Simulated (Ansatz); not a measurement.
# TiGe (model cell, started as wurtzite): from the cell to its phonons, part 2 of 2

Wanted: vibrations and spectra of TiGe (model cell, started as wurtzite); the cell is already relaxed. After the zone centre comes a 2×2×2 q mesh on a 10×10×8 k mesh.

Ansatz 0.2.0; DFT PBE, scalar-relativistic, plane waves, PAW.

So far. Step 2 (Modes at Γ): Before it was imposed, the acoustic sum rule was missed by 6.7e-5 eV/Å². Small misses are needed for a sound result but don't prove that mesh and cutoff are converged. The lowest optical mode is real, 103 cm⁻¹.

The structure was built from a prototype and need not be the compound's stable phase.

### Step 3. The dispersion (continued)

The partial phonon density of states has structure finer than the step of the table below, so its rows give means over 10 cm⁻¹, whole bins alone (the curve runs from -10 to 338 cm⁻¹). Peaks (cm⁻¹: height): Ge 95.0: 0.0297, 105.9: 0.0352, 119.0: 0.0365, 158.4: 0.0385, 210.9: 0.0288, 259.0: 0.0428, 313.7: 0.0221; Ti 105.9: 0.0195, 226.2: 0.0493, 259.0: 0.0784, 313.7: 0.0363.

Phonopy on the run's constants, 15x15x11 mesh, Gaussian sigma 2.5 cm-1. Interpolated from a 2×2×2 q mesh, rough between the solved points. Partial phonon density of states against wavenumber; means over each step; values in 1/cm⁻¹/cell:

```tsv
wavenumber (cm⁻¹)	Ge	Ti
0	2.0e-4	1.3e-4
10	0.00195	0.00123
20	0.00676	0.00400
30	0.0110	0.00638
40	0.0138	0.00792
50	0.0161	0.00936
60	0.0145	0.00857
70	0.0164	0.00967
80	0.0177	0.0103
90	0.0188	0.0108
100	0.0273	0.0155
110	0.0326	0.0176
120	0.0316	0.0159
130	0.0228	0.0111
140	0.0244	0.0107
150	0.0277	0.00936
160	0.0368	0.0104
170	0.0346	0.00736
180	0.0153	0.00306
190	0.0137	0.00528
200	0.00855	0.00207
210	0.0228	0.00554
220	0.00909	0.0288
230	0.0160	0.0470
240	0.0168	0.0390
250	0.0228	0.0439
260	0.0393	0.0736
270	0.0263	0.0677
280	0.00613	0.0257
290	0.00860	0.0216
300	0.0131	0.0256
310	0.0190	0.0324
320	0.00747	0.0121
330	6.3e-6	1.3e-5
```

Harmonic thermodynamic functions per atom, from the density of states. Interpolated from a 2×2×2 q mesh, rough between the solved points. Thermodynamic functions, by row:

```tsv
T (K)	F_vib (meV/atom)	S (J/mol-atom/K)	C_V (J/mol-atom/K)
0	35.69	0	0
50	35.03	3.554	5.961
100	31.5	10.26	13.88
200	14.17	22.56	20.92
300	-14.09	31.51	23
400	-50.39	38.26	23.81
500	-92.91	43.62	24.21
600	-140.5	48.05	24.43
700	-192.3	51.83	24.56
800	-247.8	55.11	24.65
900	-306.4	58.02	24.71
1000	-367.9	60.63	24.75
```

Harmonic mean-square displacement, third of the trace. Interpolated from a 2×2×2 q mesh, rough between the solved points. Mean square displacements, by row:

```tsv
T (K)	Ti1 U_eq (Å²)	Ti2 U_eq (Å²)	Ge3 U_eq (Å²)	Ge4 U_eq (Å²)
0	0.0023	0.0023	0.00204	0.00204
100	0.00564	0.00564	0.00571	0.00571
300	0.01502	0.01502	0.0158	0.0158
600	0.02962	0.02962	0.03132	0.03132
```

Symmetry leaves 4 wavevectors to solve. The lowest mode among them, the acoustic zeros apart, lies at q = (0, -0.5, 0) and is real, 20.4 cm⁻¹.

### Step 4. Isotope substitution, element Ge, natural mass 72.63 amu

An isotope changes the mass and not the force constants, so no new electronic calculation is needed; the shifts show which modes move this element.

The same force constants with the mass of Ge changed from 72.630 to 75.921 u (phonopy, no LO-TO term). Both lists are sorted by frequency; levels can cross, so a row need not hold one and the same mode. Modes under 3 cm⁻¹ are left out. Isotope shifts, by row, the first 40 of 45 rows:

```tsv
q	rank	natural mass (cm⁻¹)	changed mass (cm⁻¹)
0 0 0	4	103.2	101.8
0 0 0	5	121.7	119.8
0 0 0	6	121.7	119.8
0 0 0	7	250.3	248.6
0 0 0	8	250.3	248.6
0 0 0	9	261	258.7
0 0 0	10	261	258.7
0 0 0	11	294.9	292.4
0 0 0	12	315.4	312.7
0 0 -0.5	1	72.72	71.71
0 0 -0.5	2	72.72	71.71
0 0 -0.5	3	72.72	71.71
0 0 -0.5	4	72.72	71.71
0 0 -0.5	5	211.6	207.1
0 0 -0.5	6	211.6	207.1
0 0 -0.5	7	253.9	251.8
0 0 -0.5	8	253.9	251.8
0 0 -0.5	9	253.9	251.8
0 0 -0.5	10	253.9	251.8
0 0 -0.5	11	259	258.8
0 0 -0.5	12	259	258.8
0 -0.5 0	1	20.4	20.11
0 -0.5 0	2	62.88	62.02
0 -0.5 0	3	89.42	88.2
0 -0.5 0	4	119.2	117.4
0 -0.5 0	5	152.6	149.9
0 -0.5 0	6	176.2	172.8
0 -0.5 0	7	223.3	222.7
0 -0.5 0	8	237	235.9
0 -0.5 0	9	255.5	253.7
0 -0.5 0	10	271.9	269.9
0 -0.5 0	11	314.1	311.5
0 -0.5 0	12	318.3	315.6
0 -0.5 -0.5	1	74.1	73.04
0 -0.5 -0.5	2	74.1	73.04
0 -0.5 -0.5	3	159.8	156.9
0 -0.5 -0.5	4	159.8	156.9
0 -0.5 -0.5	5	213	209.2
0 -0.5 -0.5	6	213	209.2
0 -0.5 -0.5	7	224.7	222.9
```

A mode of this element alone would shift by -2.19 %. The highest zone-centre frequency without the field goes from 315.4 to 312.7 cm⁻¹ (-0.9 %). The product of the frequency ratios over all optical modes at Γ is 0.912; the product rule, (m/m′)^(3k/2) (M′/M)^(3/2) with k = 2 such atoms and M the mass of the cell, gives 0.912.

### Step 5. Another isotope, element Ti, natural mass 47.867 amu

The same for Ti, from 47.87 to 49.94 u.

The same force constants with the mass of Ti changed from 47.867 to 49.945 u (phonopy, no LO-TO term). Both lists are sorted by frequency; levels can cross, so a row need not hold one and the same mode. Modes under 3 cm⁻¹ are left out. Isotope shifts, by row, the first 40 of 45 rows:

```tsv
q	rank	natural mass (cm⁻¹)	changed mass (cm⁻¹)
0 0 0	4	103.2	102.3
0 0 0	5	121.7	120.8
0 0 0	6	121.7	120.8
0 0 0	7	250.3	246.7
0 0 0	8	250.3	246.7
0 0 0	9	261	257.7
0 0 0	10	261	257.7
0 0 0	11	294.9	291.2
0 0 0	12	315.4	311.4
0 0 -0.5	1	72.72	72.13
0 0 -0.5	2	72.72	72.13
0 0 -0.5	3	72.72	72.13
0 0 -0.5	4	72.72	72.13
0 0 -0.5	5	211.6	211.4
0 0 -0.5	6	211.6	211.4
0 0 -0.5	7	253.9	250.6
0 0 -0.5	8	253.9	250.6
0 0 -0.5	9	253.9	250.6
0 0 -0.5	10	253.9	250.6
0 0 -0.5	11	259	253.8
0 0 -0.5	12	259	253.8
0 -0.5 0	1	20.4	20.25
0 -0.5 0	2	62.88	62.37
0 -0.5 0	3	89.42	88.69
0 -0.5 0	4	119.2	118.3
0 -0.5 0	5	152.6	151.8
0 -0.5 0	6	176.2	175.6
0 -0.5 0	7	223.3	219.3
0 -0.5 0	8	237	233.1
0 -0.5 0	9	255.5	251.9
0 -0.5 0	10	271.9	268.2
0 -0.5 0	11	314.1	310.1
0 -0.5 0	12	318.3	314.2
0 -0.5 -0.5	1	74.1	73.54
0 -0.5 -0.5	2	74.1	73.54
0 -0.5 -0.5	3	159.8	159
0 -0.5 -0.5	4	159.8	159
0 -0.5 -0.5	5	213	211.8
0 -0.5 -0.5	6	213	211.8
0 -0.5 -0.5	7	224.7	222.2
```

A mode of this element alone would shift by -2.10 %. The highest zone-centre frequency without the field goes from 315.4 to 311.4 cm⁻¹ (-1.3 %). The product of the frequency ratios over all optical modes at Γ is 0.903; the product rule, (m/m′)^(3k/2) (M′/M)^(3/2) with k = 2 such atoms and M the mass of the cell, gives 0.903.

### Step 6. Summary of results

```json
{
  "space group (within 0.01 Å)": "P6_3/mmc",
  "volume per atom": "21.7 Å³",
  "electronic character": "no gap on this mesh",
  "highest optical mode at the zone centre (no LO-TO term)": "315 cm⁻¹",
  "lowest optical zone-centre mode": "103 cm⁻¹",
  "lowest mode on the q mesh (acoustic modes at Γ apart)": "20.4 cm⁻¹",
  "highest frequency on the path or at a solved wavevector": "318 cm⁻¹",
  "zero-point energy per atom": "35.7 meV",
  "heat capacity at 300 K": "23.0 J/(mol atoms K)",
  "vibrational entropy at 300 K": "31.5 J/(mol atoms K)",
  "Debye temperature (second moment)": "388 K",
  "imaginary modes on the 2×2×2 q mesh": "none"
}
```

**Reading.** The structure is a minimum as far as tested: no mode is imaginary at the 4 irreducible wavevectors of the 2×2×2 mesh, and the softest away from the acoustic zeros lies at 20 cm⁻¹. The optical modes at Γ span 103 to 315 cm⁻¹. The q mesh stands for a supercell only 8.9 Å across, so branches between the solved wavevectors are rough. The relaxed cell left the space group of the starting entry, even within 0.1 Å, so it may not be the phase that the entry, or a measurement on it, describes. With no gap, or one that is small against the smearing, the frequencies hang on the k mesh and the smearing, most of all near Kohn anomalies. The starting cell was built on a prototype and not taken from a measurement, so the phase need not exist. These are harmonic frequencies at zero temperature: anharmonic shifts, linewidths and thermal expansion are left out.

[Logs are printed without paths, hosts, clocks, repeated set-up lines and the standing remarks that a program may print on its own settings, such as how far it seeks lower states.]

[Hosts, paths, dates, database ids (printed as entryN), source tags and the programs' standing remarks are cut or masked in the printed files.]
